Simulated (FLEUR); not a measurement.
## free Fe(110) film, 6 layers: anisotropy by force theorems

Aim: the anisotropy of free Fe(110) film, 6 layers from single passes in the potential of one collinear state.

Calculated with FLEUR MaX-R8.1; PBE; all-electron FLAPW film, Dirac cores, scalar-relativistic bands.

Report form: the programs' logs are mostly left out.

**1. The starting structure**

The cell holds 6 atoms: 6 Fe. Cell: a = 2.482 Å, b = 2.482 Å, c = 24.133 Å, α = 90.0°, β = 90.0°, γ = 109.5°. Layers at typed spacings, unrelaxed. Vacuum lies along c.

As a file:

```xyz
6
Lattice="1.4330 -2.0266 0.0000 1.4330 2.0266 0.0000 0.0000 0.0000 24.1330" Properties=species:S:1:pos:R:3
Fe    0.0000    0.0000    7.0000
Fe    1.4330    0.0000    9.0266
Fe    0.0000    0.0000   11.0532
Fe    1.4330    0.0000   13.0798
Fe    0.0000    0.0000   15.1064
Fe    1.4330    0.0000   17.1330
```

**2. The magnetic state**

The force theorems are single passes in this state's potential, so it has to be converged first.

No symmetry is used, so that later steps may turn the spins freely; k and −k are joined. FLEUR takes the sheet as a true film: the images along c are dropped, heights are typed in bohr, and the vacuum on both sides is semi-infinite. inpgen writes inp.xml from crystal.txt; cutoffs, mixing, functional, smearing and local orbitals are then set in the file. The k list scf (kpts.xml, not shown) is a Γ-centred 14×14×1 mesh; where the ranks do not divide the number of points, some are split in two of half the weight.

inp.xml reads:

```
<?xml version="1.0" encoding="UTF-8" standalone="no"?>
<fleurInput fleurInputVersion="0.39">
   <comment>
      Fe
   </comment>
   <calculationSetup>
      <cutoffs Kmax="3.68" Gmax="11.0" GmaxXC="11.0" numbands="0"/>
      <scfLoop itmax="150" minDistance="0.00002" maxIterBroyd="15" imix="Anderson" alpha="0.03" precondParam="0.0" spinf="2.0" sdNocoIR="T"/>
      <coreElectrons ctail="F" frcor="F" kcrel="0" coretail_lmax="0"/>
      <xcFunctional name="pbe" relativisticCorrections="F"/>
      <magnetism jspins="2" l_noco="F" l_ss="F">
         <qss>0.0 0.0 0.0</qss>
         <mtNocoParams l_mperp="F" l_mtNocoPot="F" l_relaxSQA="F" mag_mixing_scheme="0" mix_RelaxWeightOffD="1.0" l_constrained="F" mix_constr="1.0"/>
         <sourceFreeMag l_sourceFree="F" l_scaleMag="F" mag_scale="1.0"/>
      </magnetism>
      <soc l_soc="F" theta="0.0" phi="0.0" spav="F"/>
      <expertModes spex="0" secvar="F"/>
      <geometryOptimization l_f="F" forcealpha="1.0" forcemix="BFGS" epsdisp="0.00001" epsforce="0.00001"/>
      <ldaU l_linMix="F" mixParam="0.05" spinf="1.0"/>
   </calculationSetup>
   <cell>
      <bzIntegration valenceElectrons="96.0" mode="hist" fermiSmearingEnergy="0.00183747">
         <kPointListSelection listName="scf"/>
         <xi:include xmlns:xi="http://www.w3.org/2001/XInclude" href="kpts.xml"> </xi:include>
      </bzIntegration>
      <xi:include xmlns:xi="http://www.w3.org/2001/XInclude" href="sym.xml"> </xi:include>
      <filmLattice scale="1.0" dVac="24.41" dTilda="26.91">
         <bravaisMatrixFilm>
            <row-1>    2.7079775365518000    -3.8296584928783730</row-1>
            <row-2>    2.7079775365518000     3.8296584928783730</row-2>
         </bravaisMatrixFilm>
         <vacuumEnergyParameters vacuum="1" spinUp="-.25" spinDown="-.25"/>
         <vacuumEnergyParameters vacuum="2" spinUp="-.25" spinDown="-.25"/>
      </filmLattice>
   </cell>
   <atomSpecies>
      <species name="Iron (Fe) 2.800" element="Fe" atomicNumber="26">
         <mtSphere radius="2.23" gridPoints="737" logIncrement="0.016"/>
         <atomicCutoffs lmax="8" lnonsphr="6"/>
         <electronConfig flipSpins="F">
            <coreConfig>(1s1/2) (2s1/2) (2p1/2) (2p3/2)</coreConfig>
            <valenceConfig>(3s1/2) (3p1/2) (3p3/2) (4s1/2) (3d3/2) (3d5/2)</valenceConfig>
            <stateOccupation state="(3d3/2)" spinUp="1.4" spinDown="1.0"/>
            <stateOccupation state="(3d5/2)" spinUp="3.0" spinDown="0.6"/>
         </electronConfig>
         <energyParameters s="4" p="4" d="3" f="4"/>
         <lo type="SCLO" l="0" n="3" eDeriv="0"/>
         <lo type="SCLO" l="1" n="3" eDeriv="0"/>
      </species>
   </atomSpecies>
   <atomGroups>
      <atomGroup species="Iron (Fe) 2.800">
         <filmPos label="                   1">.0000000000 .0000000000 -9.5743090379</filmPos>
         <force calculate="T" relaxXYZ="TTT"/>
         <nocoParams  alpha="0.0" beta="0.0"/>
      </atomGroup>
      <atomGroup species="Iron (Fe) 2.800">
         <filmPos label="                   2">1.000/2.000 1.000/2.000 -5.7445580599</filmPos>
         <force calculate="T" relaxXYZ="TTT"/>
         <nocoParams  alpha="0.0" beta="0.0"/>
      </atomGroup>
      <atomGroup species="Iron (Fe) 2.800">
         <filmPos label="                   3">.0000000000 .0000000000 -1.9148526866</filmPos>
         <force calculate="T" relaxXYZ="TTT"/>
         <nocoParams  alpha="0.0" beta="0.0"/>
      </atomGroup>
      <atomGroup species="Iron (Fe) 2.800">
         <filmPos label="                   4">1.000/2.000 1.000/2.000 1.9148526866</filmPos>
         <force calculate="T" relaxXYZ="TTT"/>
         <nocoParams  alpha="0.0" beta="0.0"/>
      </atomGroup>
      <atomGroup species="Iron (Fe) 2.800">
         <filmPos label="                   5">.0000000000 .0000000000 5.7445580599</filmPos>
         <force calculate="T" relaxXYZ="TTT"/>
         <nocoParams  alpha="0.0" beta="0.0"/>
      </atomGroup>
      <atomGroup species="Iron (Fe) 2.800">
         <filmPos label="                   6">1.000/2.000 1.000/2.000 9.5743090379</filmPos>
         <force calculate="T" relaxXYZ="TTT"/>
         <nocoParams  alpha="0.0" beta="0.0"/>
      </atomGroup>
   </atomGroups>
   <output dos="F" band="F" slice="F">
      <bandDOS minEnergy="-.5*Htr" maxEnergy="0.5*Htr" sigma="0.015" storeEVData="T"/>
      <plotting iplot="0" polar="F">
         <plot TwoD="T" vec1="  1.0  0.0  0.0" vec2="  0.0  1.0  0.0" vec3="  0.0  0.0  1.0" zero="  0.0  0.0 -0.5" file="plot"/>
      </plotting>
      <moessbauerParams electricFieldGradient="F" isomerShift="F" coreHyperfine="F" valenceHyperfine="F"/>
   </output>
</fleurInput>
```

crystal.txt reads:

```
Fe
&input film=T cartesian=F /
1.43300000000  -2.02656800000  0.00000000000
1.43300000000  2.02656800000  0.00000000000
0.00000000000  0.00000000000  1.00000000000
1.8897261246
1.0 1.0 1.0

6
26 0.00000000000  0.00000000000  -9.57430903790 : 2.800
26 0.50000000000  0.50000000000  -5.74455805988 : 2.800
26 0.00000000000  0.00000000000  -1.91485268663 : 2.800
26 0.50000000000  0.50000000000  1.91485268663 : 2.800
26 0.00000000000  0.00000000000  5.74455805988 : 2.800
26 0.50000000000  0.50000000000  9.57430903790 : 2.800

&kpt div1=14 div2=14 div3=1 gamma=T /
```

Launch:

```bash
$ OMP_NUM_THREADS=1 inpgen -f crystal.txt -nosym -noco > inpgen.log  # inp.xml is then edited as shown
$ OMP_NUM_THREADS=1 mpirun -n 8 fleur_MPI > fleur.log
```

Elapsed: 12 min, on 8 MPI ranks of Arm Neoverse V1, shared host; peak memory 1.7 GiB.

Spin moment in the muffin-tin sphere by atom:

| atom | spin moment in the muffin-tin sphere (μB) |
| --- | --- |
| Fe1 | 2.67 |
| Fe2 | 2.40 |
| Fe3 | 2.28 |
| Fe4 | 2.28 |
| Fe5 | 2.40 |
| Fe6 | 2.67 |

This step gave:

* free energy: -207806.5921 eV
* program's band gap on this mesh (in a metal only a level spacing): 0 eV
* magnetization: 14.50 μB
* final state: ferromagnetic

After 71 cycles the largest moment stands at 2.67 μB.

**3. Energy against the direction of the moments, rung 1**

Anisotropy is a small difference, so it is taken from sums over occupied states at a frozen potential, where most errors cancel.

One pass with spin–orbit coupling for each direction, from the saved density. Inversion lets half of the mesh serve, which the program's warning doesn't know. The k list mae (kpts.xml, not shown) is a Γ-centred 21×21×1 mesh.

Changes to inp.xml since step 2:

```diff
@@ -6,4 +6,4 @@
    <calculationSetup>
-      <cutoffs Kmax="3.68" Gmax="11.0" GmaxXC="11.0" numbands="0"/>
-      <scfLoop itmax="150" minDistance="0.00002" maxIterBroyd="15" imix="Anderson" alpha="0.03" precondParam="0.0" spinf="2.0" sdNocoIR="T"/>
+      <cutoffs Kmax="3.68" Gmax="11.0" GmaxXC="11.0" numbands="192"/>
+      <scfLoop itmax="1" minDistance="0.00002" maxIterBroyd="15" imix="Anderson" alpha="0.03" precondParam="0.0" spinf="2.0" sdNocoIR="T"/>
       <coreElectrons ctail="F" frcor="F" kcrel="0" coretail_lmax="0"/>
@@ -15,3 +15,3 @@
       </magnetism>
-      <soc l_soc="F" theta="0.0" phi="0.0" spav="F"/>
+      <soc l_soc="T" theta="0.0" phi="0.0" spav="F"/>
       <expertModes spex="0" secvar="F"/>
@@ -22,3 +22,3 @@
       <bzIntegration valenceElectrons="96.0" mode="hist" fermiSmearingEnergy="0.00183747">
-         <kPointListSelection listName="scf"/>
+         <kPointListSelection listName="mae"/>
          <xi:include xmlns:xi="http://www.w3.org/2001/XInclude" href="kpts.xml"> </xi:include>
@@ -89,2 +89,5 @@
    </output>
+   <forceTheorem>
+      <MAE theta="0.0 1.5707963 1.5707963" phi="0.0 0.0 1.5707963"/>
+   </forceTheorem>
 </fleurInput>
```

Launch:

```bash
$ OMP_NUM_THREADS=1 mpirun -n 8 fleur_MPI -warn_only > fleur.log
```

The job ended after 2.1 min (8 MPI ranks; peak memory 2.5 GiB).

Anisotropy energies, by row:

| axis | x | y | z | band energy less the first axis' (meV a cell) |
| --- | --- | --- | --- | --- |
| z | 0 | 0 | 1 | 0 |
| x | 1 | 0 | 0 | 0.4081 |
| y | 0 | 1 | 0 | 0.352 |

Shape anisotropy is not in these numbers.

**4. Energy against the direction of the moments, rung 2**

A second rung shows how far the first can be trusted.

The k list mae (kpts.xml, not shown) is a Γ-centred 32×32×1 mesh.

inp.xml is that of step 3.

Wall time 4.7 min (8 MPI ranks); peak memory 4.4 GiB; 37 min of CPU time.

Anisotropy energies, by row:

| axis | x | y | z | band energy less the first axis' (meV a cell) |
| --- | --- | --- | --- | --- |
| z | 0 | 0 | 1 | 0 |
| x | 1 | 0 | 0 | 0.4808 |
| y | 0 | 1 | 0 | 0.4053 |

**5. Spin–orbit coupling, moments along z**

Spin–orbit coupling ties the spins to the lattice and lets orbital moments form.

A new self-consistent run of the start ferro ++++++, with the moments along z. The k list default-1 (kpts.xml, not shown) is a Γ-centred 32×32×1 mesh.

inp.xml reads:

```
<?xml version="1.0" encoding="UTF-8" standalone="no"?>
<fleurInput fleurInputVersion="0.39">
   <comment>
      Fe
   </comment>
   <calculationSetup>
      <cutoffs Kmax="3.68" Gmax="11.0" GmaxXC="11.0" numbands="216"/>
      <scfLoop itmax="150" minDistance="0.00002" maxIterBroyd="15" imix="Anderson" alpha="0.03" precondParam="0.0" spinf="2.0" sdNocoIR="T"/>
      <coreElectrons ctail="T" frcor="F" kcrel="0" coretail_lmax="0"/>
      <xcFunctional name="pbe" relativisticCorrections="F"/>
      <magnetism jspins="2"/>
      <soc l_soc="T" theta="0.0" phi="0.0" spav="F"/>
      <expertModes spex="0" secvar="F"/>
      <geometryOptimization l_f="F" forcealpha="1.0" forcemix="BFGS" epsdisp="0.00001" epsforce="0.00001"/>
      <ldaU l_linMix="F" mixParam="0.05" spinf="1.0"/>
   </calculationSetup>
   <cell>
      <bzIntegration valenceElectrons="96.0" mode="hist" fermiSmearingEnergy="0.00183747">
         <kPointListSelection listName="default-1"/>
         <xi:include xmlns:xi="http://www.w3.org/2001/XInclude" href="kpts.xml"> </xi:include>
      </bzIntegration>
      <xi:include xmlns:xi="http://www.w3.org/2001/XInclude" href="sym.xml"> </xi:include>
      <filmLattice scale="1.0" dVac="24.41" dTilda="26.91">
         <bravaisMatrixFilm>
            <row-1>    2.7079775365518000    -3.8296584928783730</row-1>
            <row-2>    2.7079775365518000     3.8296584928783730</row-2>
         </bravaisMatrixFilm>
         <vacuumEnergyParameters vacuum="1" spinUp="-.25" spinDown="-.25"/>
      </filmLattice>
   </cell>
   <atomSpecies>
      <species name="Iron (Fe) 2.800" element="Fe" atomicNumber="26">
         <mtSphere radius="2.23" gridPoints="737" logIncrement="0.016"/>
         <atomicCutoffs lmax="8" lnonsphr="6"/>
         <electronConfig flipSpins="F">
            <coreConfig>(1s1/2) (2s1/2) (2p1/2) (2p3/2)</coreConfig>
            <valenceConfig>(3s1/2) (3p1/2) (3p3/2) (4s1/2) (3d3/2) (3d5/2)</valenceConfig>
            <stateOccupation state="(3d3/2)" spinUp="1.4" spinDown="1.0"/>
            <stateOccupation state="(3d5/2)" spinUp="3.0" spinDown="0.6"/>
         </electronConfig>
         <energyParameters s="4" p="4" d="3" f="4"/>
         <lo type="SCLO" l="0" n="3" eDeriv="0"/>
         <lo type="SCLO" l="1" n="3" eDeriv="0"/>
      </species>
   </atomSpecies>
   <atomGroups>
      <atomGroup species="Iron (Fe) 2.800">
         <filmPos label="                   1">-1.000/4.000 -1.000/4.000 -9.5743090379</filmPos>
         <filmPos label="                   6">1.000/4.000 1.000/4.000 9.5743090379</filmPos>
         <force calculate="T" relaxXYZ="TTT"/>
      </atomGroup>
      <atomGroup species="Iron (Fe) 2.800">
         <filmPos label="                   2">1.000/4.000 1.000/4.000 -5.7445580599</filmPos>
         <filmPos label="                   5">-1.000/4.000 -1.000/4.000 5.7445580599</filmPos>
         <force calculate="T" relaxXYZ="TTT"/>
      </atomGroup>
      <atomGroup species="Iron (Fe) 2.800">
         <filmPos label="                   3">-1.000/4.000 -1.000/4.000 -1.9148526866</filmPos>
         <filmPos label="                   4">1.000/4.000 1.000/4.000 1.9148526866</filmPos>
         <force calculate="T" relaxXYZ="TTT"/>
      </atomGroup>
   </atomGroups>
   <output dos="F" band="F" slice="F">
      <bandDOS minEnergy="-.5*Htr" maxEnergy="0.5*Htr" sigma="0.015" storeEVData="T"/>
      <plotting iplot="0" polar="F">
         <plot TwoD="T" vec1="  1.0  0.0  0.0" vec2="  0.0  1.0  0.0" vec3="  0.0  0.0  1.0" zero="  0.0  0.0 -0.5" file="plot"/>
      </plotting>
      <moessbauerParams electricFieldGradient="F" isomerShift="F" coreHyperfine="F" valenceHyperfine="F"/>
   </output>
</fleurInput>
```

Changes to crystal.txt since step 2:

```diff
@@ -16,2 +16,3 @@
 
-&kpt div1=14 div2=14 div3=1 gamma=T /
+&soc 0.0000000 0.0000000 /
+&kpt div1=32 div2=32 div3=1 gamma=T /
```

Launch:

```bash
$ OMP_NUM_THREADS=1 inpgen -f crystal.txt > inpgen.log  # inp.xml is then edited as shown
$ OMP_NUM_THREADS=1 mpirun -n 8 fleur_MPI > fleur.log
```

Run time: 52 min. Hardware: 8 MPI ranks; peak memory 4.7 GiB.

The run was cut off at its time limit.

After 30 cycles the density distance stands at 0.026 me/bohr³, above the threshold of 2e-05.

**6. Outcome**

```yaml
reference_state: ferromagnetic
largest_sphere_moment: 2.67 μB
easy_direction_of_those_tried: z
energy_along_x_less_z_force_theorem: 0.481 meV a primitive cell
```

What this shows: By the force theorem the moments prefer z; shape anisotropy is not in it, and in a film it favours the plane. The difference for the second direction goes from 0.41 meV (mesh 21×21×1, 192 states, 17 min of CPU time) to 0.48 meV (mesh 32×32×1, 192 states, 37 min), so it is not converged. The self-consistent run with spin–orbit coupling gave no result. The state was typed, and no other order was converged beside it, so it need not be the ground state.

[Logs and program files are shortened in this print: banners, set-up blocks, solver, clock and traceback lines can be left out without a mark of their own.]

[Logs are printed without paths, hosts, clocks, repeated set-up lines and the standing remarks that a program may print on its own settings, such as how far it seeks lower states.]

[Hosts, paths, dates, database ids (printed as entryN), source tags and the programs' standing remarks are cut or masked in the printed files.]

[Where a cell is said to come from a database of computed structures, the database is the Materials Project.]
